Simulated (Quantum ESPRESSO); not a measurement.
# Fixed-spin-moment curve of MnNi3

How stiff is the total moment of MnNi3, and does E(M) have further minima?

Program: Quantum ESPRESSO 7.5. Level of theory: PBEsol; plane waves with GBRV 1.5 PBEsol potentials, no spin-orbit coupling. Results are calculated unless marked as measured.

## Step 1: The starting structure

It takes space group Pm-3m (No. 221, cubic). Conventional cell: a = 3.593 Å, b = 3.593 Å, c = 3.593 Å, α = 90.00°, β = 90.00°, γ = 90.00°. Nearest to Mn lie 12 Ni at 2.54 Å. Nearest to Ni lie 4 Mn at 2.54 Å and 8 Ni at 2.54 Å. Farther neighbours are not listed.

The cell comes from the Crystallography Open Database.

## Step 2: The free run

pw.in

```
&CONTROL
  calculation = 'scf'
  prefix = 'pwscf'
  outdir = './tmp'
  pseudo_dir = './pseudo'
  disk_io = 'nowf'
/
&SYSTEM
  ibrav = 0
  nat = 4
  ntyp = 2
  ecutwfc = 40
  ecutrho = 280
  nbnd = 48
  occupations = 'smearing'
  smearing = 'fd'
  degauss = 0.00734986
  nspin = 2
  starting_magnetization(1) = 0.2333
  starting_magnetization(2) = 0.0556
/
&ELECTRONS
  conv_thr = 8d-09
  electron_maxstep = 150
  mixing_beta = 0.3
/
ATOMIC_SPECIES
Mn     54.9380 mn_pbesol_v1.5.uspp.F.UPF
Ni     58.6934 ni_pbesol_v1.4.uspp.F.UPF
CELL_PARAMETERS angstrom
   3.5930000000    0.0000000000    0.0000000000
   0.0000000000    3.5930000000    0.0000000000
   0.0000000000    0.0000000000    3.5930000000
ATOMIC_POSITIONS crystal
Mn      0.0000000000    0.0000000000    0.0000000000
Ni      0.0000000000    0.5000000000    0.5000000000
Ni      0.5000000000    0.0000000000    0.5000000000
Ni      0.5000000000    0.5000000000    0.0000000000
K_POINTS automatic
8 8 8 0 0 0
```

Command:

```console
> OMP_NUM_THREADS=1 mpirun -n 2 pw.x -nk 2 -in pw.in > pw.out
```

Output:

```text
Program PWSCF v.7.5 starts

     Message from routine setup:
     using ibrav=0 with symmetry is DISCOURAGED, use correct ibrav instead

     K-points division:     npool     =       2
     Subspace diagonalization in iterative solution of the eigenvalue problem:

     G-vector sticks info
     --------------------
     sticks:   dense  smooth     PW     G-vecs:    dense   smooth      PW
     Sum        1033     593    185                24837    10779    1935

     Using Slab Decomposition

     bravais-lattice index     =            0
     lattice parameter (alat)  =       6.7898  a.u.
     unit-cell volume          =     313.0172 (a.u.)^3
     number of atoms/cell      =            4
     number of atomic types    =            2
     number of electrons       =        69.00
     number of Kohn-Sham states=           48
     kinetic-energy cutoff     =      40.0000  Ry
     charge density cutoff     =     280.0000  Ry
     scf convergence threshold =      8.0E-09
     mixing beta               =       0.3000
     number of iterations used =            8  plain     mixing
     Exchange-correlation= SLA  PW   PSX  PSC
                           (   1   4  10   8   0   0   0)

     celldm(1)=   6.789786  celldm(2)=   0.000000  celldm(3)=   0.000000
     celldm(4)=   0.000000  celldm(5)=   0.000000  celldm(6)=   0.000000

     crystal axes: (cart. coord. in units of alat)
               a(1) = (   1.000000   0.000000   0.000000 )
               a(2) = (   0.000000   1.000000   0.000000 )
               a(3) = (   0.000000   0.000000   1.000000 )

     reciprocal axes: (cart. coord. in units 2 pi/alat)
               b(1) = (  1.000000  0.000000  0.000000 )
               b(2) = (  0.000000  1.000000  0.000000 )
               b(3) = (  0.000000  0.000000  1.000000 )

     PseudoPot. # 1 for Mn read from file:
     mn_pbesol_v1.5.uspp.F.UPF
     Pseudo is Ultrasoft + core correction, Zval = 15.0
     Generated by new atomic code, or converted to UPF format
     Using radial grid of  859 points,  6 beta functions with:
                l(1) =   0
                l(2) =   0
                l(3) =   1
                l(4) =   1
                l(5) =   2
                l(6) =   2
     Q(r) pseudized with  8 coefficients,  rinner =    0.950   0.950   0.950
                                                       0.950   0.950

     PseudoPot. # 2 for Ni read from file:
     ni_pbesol_v1.4.uspp.F.UPF
     Pseudo is Ultrasoft + core correction, Zval = 18.0
     Generated by new atomic code, or converted to UPF format
     Using radial grid of  865 points,  6 beta functions with:
                l(1) =   0
                l(2) =   0
                l(3) =   1
                l(4) =   1
                l(5) =   2
                l(6) =   2
     Q(r) pseudized with 10 coefficients,  rinner =    0.980   0.980   0.980
                                                       0.980   0.980

     atomic species   valence    mass     pseudopotential
     Mn               15.00    54.93800     Mn( 1.00)
     Ni               18.00    58.69340     Ni( 1.00)

     Starting magnetic structure
     atomic species   magnetization
     Mn              0.233
     Ni              0.056

     48 Sym. Ops., with inversion, found

   Cartesian axes

     site n.     atom                  positions (alat units)
         1        Mn     tau(   1) = (   0.0000000   0.0000000   0.0000000  )
         2        Ni     tau(   2) = (   0.0000000   0.5000000   0.5000000  )
         3        Ni     tau(   3) = (   0.5000000   0.0000000   0.5000000  )
         4        Ni     tau(   4) = (   0.5000000   0.5000000   0.0000000  )

     number of k points=    35  Fermi-Dirac smearing, width (Ry)=  0.0073
                       cart. coord. in units 2pi/alat
        k(    1) = (   0.0000000   0.0000000   0.0000000), wk =   0.0019531
        k(    2) = (   0.0000000   0.0000000   0.1250000), wk =   0.0117188
        k(    3) = (   0.0000000   0.0000000   0.2500000), wk =   0.0117188
        k(    4) = (   0.0000000   0.0000000   0.3750000), wk =   0.0117188
        k(    5) = (   0.0000000   0.0000000  -0.5000000), wk =   0.0058594
        [... 30 further k-points ...]

     Dense  grid:    24837 G-vectors     FFT dimensions: (  40,  40,  40)

     Smooth grid:    10779 G-vectors     FFT dimensions: (  27,  27,  27)

     Check: negative core charge=   -0.000039
     Generating pointlists ...
     new r_m :   0.2917 (alat units)  1.9805 (a.u.) for type    1
     new r_m :   0.2917 (alat units)  1.9805 (a.u.) for type    2

     Initial potential from superposition of free atoms

     starting charge      62.4999, renormalised to      69.0000
     Starting wfcs are   52 randomized atomic wfcs

     Self-consistent Calculation

     iteration #  1     ecut=    40.00 Ry     beta= 0.30
     Davidson diagonalization with overlap
     ethr =  1.00E-02,  avg # of iterations =  3.8

     total energy              =   -1216.72142441 Ry
     estimated scf accuracy    <      97.31838441 Ry

     total magnetization       =     2.15 Bohr mag/cell
     absolute magnetization    =     2.16 Bohr mag/cell

     iteration #  2     ecut=    40.00 Ry     beta= 0.30
     Davidson diagonalization with overlap
     ethr =  1.00E-02,  avg # of iterations =  3.0

     total energy              =   -1236.54163294 Ry
     estimated scf accuracy    <      42.37910295 Ry

     total magnetization       =     0.26 Bohr mag/cell
     absolute magnetization    =     0.30 Bohr mag/cell

     iteration #  3     ecut=    40.00 Ry     beta= 0.30
     Davidson diagonalization with overlap
     ethr =  1.00E-02,  avg # of iterations =  3.1

     total energy              =   -1239.59225084 Ry
     estimated scf accuracy    <       3.45120534 Ry

     total magnetization       =     4.97 Bohr mag/cell
     absolute magnetization    =     5.16 Bohr mag/cell

     [... further iterations left out ...]

     iteration # 17     ecut=    40.00 Ry     beta= 0.30
     Davidson diagonalization with overlap
     ethr =  1.86E-07,  avg # of iterations =  1.0

     negative rho (up, down):  0.000E+00 2.031E-05

     total energy              =   -1240.35552462 Ry
     estimated scf accuracy    <       0.00000758 Ry

     total magnetization       =     4.86 Bohr mag/cell
     absolute magnetization    =     5.25 Bohr mag/cell

     iteration # 18     ecut=    40.00 Ry     beta= 0.30
     Davidson diagonalization with overlap
     ethr =  1.10E-08,  avg # of iterations =  1.9

     negative rho (up, down):  0.000E+00 2.100E-05

     total energy              =   -1240.35552604 Ry
     estimated scf accuracy    <       0.00000073 Ry

     total magnetization       =     4.86 Bohr mag/cell
     absolute magnetization    =     5.25 Bohr mag/cell

     iteration # 19     ecut=    40.00 Ry     beta= 0.30
     Davidson diagonalization with overlap
     ethr =  1.06E-09,  avg # of iterations =  2.0

     negative rho (up, down):  0.000E+00 2.092E-05

     total energy              =   -1240.35552625 Ry
     estimated scf accuracy    <       0.00000002 Ry

     total magnetization       =     4.86 Bohr mag/cell
     absolute magnetization    =     5.25 Bohr mag/cell

     iteration # 20     ecut=    40.00 Ry     beta= 0.30
     Davidson diagonalization with overlap
     ethr =  2.58E-11,  avg # of iterations =  2.0

     negative rho (up, down):  0.000E+00 2.067E-05

     Magnetic moment per site  (integrated on atomic sphere of radius R)
     atom   1 (R=0.292)  charge= 13.3422  magn=  3.1971
     atom   2 (R=0.292)  charge= 16.8038  magn=  0.5608
     atom   3 (R=0.292)  charge= 16.8038  magn=  0.5608
     atom   4 (R=0.292)  charge= 16.8038  magn=  0.5608

     End of self-consistent calculation

     [... lines left out ...]
     the Fermi energy is    16.8203 ev

!    total energy              =   -1240.35552630 Ry
     estimated scf accuracy    <          6.3E-09 Ry
     smearing contrib. (-TS)   =      -0.01060839 Ry
     internal energy E=F+TS    =   -1240.34491791 Ry

     The total energy is F=E-TS. E is the sum of the following terms:
     one-electron contribution =    -686.48256747 Ry
     hartree contribution      =     383.97233238 Ry
     xc contribution           =    -131.86644626 Ry
     ewald contribution        =    -805.96823655 Ry

     total magnetization       =     4.86 Bohr mag/cell
     absolute magnetization    =     5.25 Bohr mag/cell

     convergence has been achieved in  20 iterations

=------------------------------------------------------------------------------=
   JOB DONE.
=------------------------------------------------------------------------------=
```

The job ended after 2 min (2 MPI ranks of Arm Neoverse N1, shared host; peak memory 0.27 GiB).

Spin moment in the atom's sphere by atom:

```csv
atom,spin moment in the atom's sphere (μB)
Mn1,3.20
Ni2,0.56
Ni3,0.56
Ni4,0.56
```

Numbers from this step:

| Item | Value |
| --- | --- |
| smearing term TS | 0.1443 eV |
| magnetization | 4.863 μB |
| absolute magnetization | 5.252 μB |
| final state | ferromagnetic |

## Step 3: Moment fixed at 0 μB

The two spin channels are filled to separate Fermi energies, so that the total moment meets the target. Half of the up one less the down one is the slope dE/dM.

pw.in: that of step 2 with these lines changed.

```diff
@@ -18,4 +18,5 @@
   nspin = 2
-  starting_magnetization(1) = 0.2333
-  starting_magnetization(2) = 0.0556
+  starting_magnetization(1) = 0.0117
+  starting_magnetization(2) = 0.0028
+  tot_magnetization = 0
 /
```

Output:

```text
     [... lines left out ...]
Program PWSCF v.7.5 starts
     [... lines left out ...]
     number of atoms/cell      =            4
     [... lines left out ...]
     number of electrons       =        69.00 (up:  34.50, down:  34.50)
     number of Kohn-Sham states=           48
     kinetic-energy cutoff     =      40.0000  Ry
     charge density cutoff     =     280.0000  Ry
     scf convergence threshold =      8.0E-09
     [... lines left out ...]
     48 Sym. Ops., with inversion, found
     [... lines left out ...]
     number of k points=    35  Fermi-Dirac smearing, width (Ry)=  0.0073
     [... lines left out ...]
     iteration # 33     ecut=    40.00 Ry     beta= 0.30
     [... lines left out ...]
     Magnetic moment per site  (integrated on atomic sphere of radius R)
     atom   1 (R=0.292)  charge= 13.3585  magn= -0.0004
     atom   2 (R=0.292)  charge= 16.7890  magn=  0.0001
     atom   3 (R=0.292)  charge= 16.7890  magn=  0.0001
     atom   4 (R=0.292)  charge= 16.7890  magn=  0.0001
     [... lines left out ...]
     the spin up/dw Fermi energies are    16.9052   16.9051 ev
!    total energy              =   -1240.27994703 Ry
     estimated scf accuracy    <          9.3E-10 Ry
     smearing contrib. (-TS)   =      -0.02482084 Ry
     [... lines left out ...]
     total magnetization       =    -0.00 Bohr mag/cell
     absolute magnetization    =     0.00 Bohr mag/cell
     convergence has been achieved in  33 iterations
```

Elapsed: 3.2 min, on 2 MPI ranks; peak memory 0.27 GiB.

Read from the output:

```yaml
magnetization: 0 μB
absolute_magnetization: 0 μB
half_the_difference_of_the_two_fermi_energies: 0.1 meV
largest_moment: 0 μB
```

## Step 4: Moment fixed at 1.21 μB

pw.in: that of step 3 with these lines changed.

```diff
@@ -13,3 +13,3 @@
   ecutrho = 280
-  nbnd = 48
+  nbnd = 49
   occupations = 'smearing'
@@ -18,5 +18,5 @@
   nspin = 2
-  starting_magnetization(1) = 0.0117
-  starting_magnetization(2) = 0.0028
-  tot_magnetization = 0
+  starting_magnetization(1) = 0.0434
+  starting_magnetization(2) = 0.0103
+  tot_magnetization = 1.21
 /
```

Output:

```text
     [... lines left out ...]
Program PWSCF v.7.5 starts
     [... lines left out ...]
     number of atoms/cell      =            4
     [... lines left out ...]
     number of electrons       =        69.00 (up:  35.10, down:  33.90)
     number of Kohn-Sham states=           49
     kinetic-energy cutoff     =      40.0000  Ry
     charge density cutoff     =     280.0000  Ry
     scf convergence threshold =      8.0E-09
     [... lines left out ...]
     48 Sym. Ops., with inversion, found
     [... lines left out ...]
     number of k points=    35  Fermi-Dirac smearing, width (Ry)=  0.0073
     [... lines left out ...]
     iteration # 26     ecut=    40.00 Ry     beta= 0.30
     [... lines left out ...]
     Magnetic moment per site  (integrated on atomic sphere of radius R)
     atom   1 (R=0.292)  charge= 13.3499  magn=  1.9702
     atom   2 (R=0.292)  charge= 16.7918  magn= -0.2680
     atom   3 (R=0.292)  charge= 16.7918  magn= -0.2680
     atom   4 (R=0.292)  charge= 16.7918  magn= -0.2680
     [... lines left out ...]
     the spin up/dw Fermi energies are    16.7587   17.3593 ev
!    total energy              =   -1240.30045804 Ry
     estimated scf accuracy    <          1.9E-09 Ry
     smearing contrib. (-TS)   =      -0.02368479 Ry
     [... lines left out ...]
     total magnetization       =     1.21 Bohr mag/cell
     absolute magnetization    =     2.92 Bohr mag/cell
     convergence has been achieved in  26 iterations
```

Elapsed: 2.6 min, on 2 MPI ranks; peak memory 0.27 GiB; 5.2 min of CPU time.

Spin moment in the atom's sphere by atom:

```
atom  spin moment in the atom's sphere (μB)
 Mn1                                   1.97
 Ni2                                  -0.27
 Ni3                                  -0.27
 Ni4                                  -0.27
```

Read from the output:

```
magnetization                                 : 1.21 μB
absolute magnetization                        : 2.917 μB
half the difference of the two Fermi energies : -300.3 meV
```

## Step 5: Moment fixed at 2.421 μB

pw.in: that of step 4 with these lines changed.

```diff
@@ -18,5 +18,5 @@
   nspin = 2
-  starting_magnetization(1) = 0.0434
-  starting_magnetization(2) = 0.0103
-  tot_magnetization = 1.21
+  starting_magnetization(1) = 0.0869
+  starting_magnetization(2) = 0.0207
+  tot_magnetization = 2.421
 /
```

Output:

```text
     [... lines left out ...]
Program PWSCF v.7.5 starts
     [... lines left out ...]
     number of atoms/cell      =            4
     [... lines left out ...]
     number of electrons       =        69.00 (up:  35.71, down:  33.29)
     number of Kohn-Sham states=           49
     kinetic-energy cutoff     =      40.0000  Ry
     charge density cutoff     =     280.0000  Ry
     scf convergence threshold =      8.0E-09
     [... lines left out ...]
     48 Sym. Ops., with inversion, found
     [... lines left out ...]
     number of k points=    35  Fermi-Dirac smearing, width (Ry)=  0.0073
     [... lines left out ...]
     iteration # 22     ecut=    40.00 Ry     beta= 0.30
     [... lines left out ...]
     Magnetic moment per site  (integrated on atomic sphere of radius R)
     atom   1 (R=0.292)  charge= 13.3309  magn=  2.8043
     atom   2 (R=0.292)  charge= 16.8027  magn= -0.1454
     atom   3 (R=0.292)  charge= 16.8027  magn= -0.1454
     atom   4 (R=0.292)  charge= 16.8027  magn= -0.1454
     [... lines left out ...]
     the spin up/dw Fermi energies are    16.7711   17.4697 ev
!    total energy              =   -1240.33032720 Ry
     estimated scf accuracy    <          4.2E-09 Ry
     smearing contrib. (-TS)   =      -0.01944642 Ry
     [... lines left out ...]
     total magnetization       =     2.42 Bohr mag/cell
     absolute magnetization    =     3.48 Bohr mag/cell
     convergence has been achieved in  22 iterations
```

The job ended after 2.3 min (2 MPI ranks; peak memory 0.27 GiB; 4.5 min of CPU time).

This step gave:

```
magnetization                                 : 2.421 μB
absolute magnetization                        : 3.478 μB
half the difference of the two Fermi energies : -349.3 meV
largest moment                                : 2.804 μB
```

## Step 6: All moments

The runs not shown differ in the target, the start and the number of states alone. The point at 4.86 μB is the free run, entered with slope zero.

Energy over the lowest against total spin moment:

```
total spin moment (μB a cell)  energy over the lowest (meV a cell)
                         0.00                                 1028
                         1.21                                  749
                         2.42                                  343
                         3.63                                 70.9
                         4.84                               0.0330
                         4.86                                    0
                         6.05                                  155
                         7.26                                  845
```

Table of dE/dM by total spin moment:

```
total spin moment (μB a cell)  dE/dM (meV/μB)
                         0.00          0.0802
                         1.21            -300
                         2.42            -349
                         3.63           -87.3
                         4.84           -3.18
                         4.86               0
                         6.05             297
                         7.26             843
```

The largest site moment by total spin moment:

```csv
total spin moment (μB a cell),largest site moment (μB)
0.00,3.5e-4
1.21,1.97
2.42,2.80
3.63,3.08
4.84,3.19
4.86,3.20
6.05,3.41
7.26,3.63
```

## Step 7: What came out

| Item | Value |
| --- | --- |
| moment of the free run | 4.86 μB a cell |
| energy at zero total moment | 1028 meV a cell over the lowest |
| ΔE/ΔM² from the lowest point to 6.05 and to 3.63 μB | 109 and 47 meV/μB² |

**Reading.** At zero total moment the site moments vanish, so the 1028 meV a cell is the energy of forming them. The points show one minimum alone. All runs start parallel; opposed orders may lie lower. Energies are free energies at an electronic temperature of 1160 K, which lowers moments and differences where the moments are itinerant.

[Logs and program files are shortened in this print: banners, set-up blocks, solver, clock and traceback lines can be left out without a mark of their own.]

[Logs are printed without paths, hosts, clocks, repeated set-up lines and the standing remarks that a program may print on its own settings, such as how far it seeks lower states.]

[Hosts, paths, dates, database ids (printed as entryN), source tags and the programs' standing remarks are cut or masked in the printed files.]

[Where a cell is said to come from a database of computed structures, the database is the Materials Project.]
